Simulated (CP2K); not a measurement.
Consider 2-cyanofuran at its PBE geometry (Å).

```xyz
10

N     3.3304   -0.6760    0.2070
C     2.1891   -0.4338    0.1531
C     0.8079   -0.1643    0.0751
C     0.0816    0.9699   -0.2086
C    -1.2903    0.5868   -0.1679
C    -1.3114   -0.7480    0.1375
O    -0.0423   -1.2323    0.2933
H     0.4925    1.9506   -0.4198
H    -2.1526    1.2195   -0.3456
H    -2.1050   -1.4724    0.2758
```

Method: CP2K XAS_TDP, all-electron GAPW, PBEh(45%), aug-cc-pVDZ, TDA, GW2X-corrected core level, no relativity.

Where do the C K-edge lines lie, and how strong are they?

Leading lines: C2 288.58 eV, C3 288.59 eV, C4 287.28 eV, C5 288.05 eV and C6 288.23 eV. The leading line of an atom is its first one with 35 % of the strongest within 2.5 eV of its lowest line over the strength cut. Core ionisation energies at this level: C4 293.02, C5 292.83, C6 294.18, C2 294.02 and C3 294.33 eV.

The first six lines of each atom with a strength over 0.0015:

```csv
atom,energy (eV),states,"strength, one atom",above the computed threshold
C2 (bonded to C and N),288.58,1,0.0353,
,288.67,1,0.0489,
,292.40,1,0.0225,
,293.56,1,0.0017,
,293.78,1,0.0039,
,293.88,1,0.0067,
C3 (bonded to 2 C and O),288.59,1,0.0379,
,290.93,1,0.0181,
,292.62,1,0.0035,
,293.32,1,0.0194,
,293.40,1,0.0024,
,293.86,1,0.0044,
C4 (bonded to 2 C and H),287.28,1,0.0471,
,290.54,1,0.0071,
,290.81,1,0.0111,
,291.21,1,0.0023,
,291.87,1,0.0036,
,292.37,1,0.0021,
C5 (bonded to 2 C and H),288.05,1,0.0402,
,289.27,1,0.0137,
,290.56,1,0.0104,
,291.59,1,0.0020,
,291.66,1,0.0027,
,291.76,1,0.0027,
"C6 (bonded to C, O and H)",288.23,1,0.0529,
,291.86,1,0.0201,
,291.90,1,0.0044,
,292.27,1,0.0133,
,292.98,1,0.0039,
,293.50,1,0.0035,
```

Lines are vertical, at one geometry, with no vibrational structure. GW2X ionisation energies and lines can be off by 1 to 2 eV either way, and a good line position may hide errors that cancel. These values hold no scalar relativity, about 0.1 eV for C 1s. Rydberg lines, and the discretised continuum above threshold, depend on the basis and the box.

[Banner, clock and machine lines of the logs are left out without a mark of their own.]

[Logs are printed without paths, hosts, clocks, repeated set-up lines and the standing remarks that a program may print on its own settings, such as how far it seeks lower states.]

[Hosts, paths, dates, database ids (printed as entryN), source tags and the programs' standing remarks are cut or masked in the printed files.]
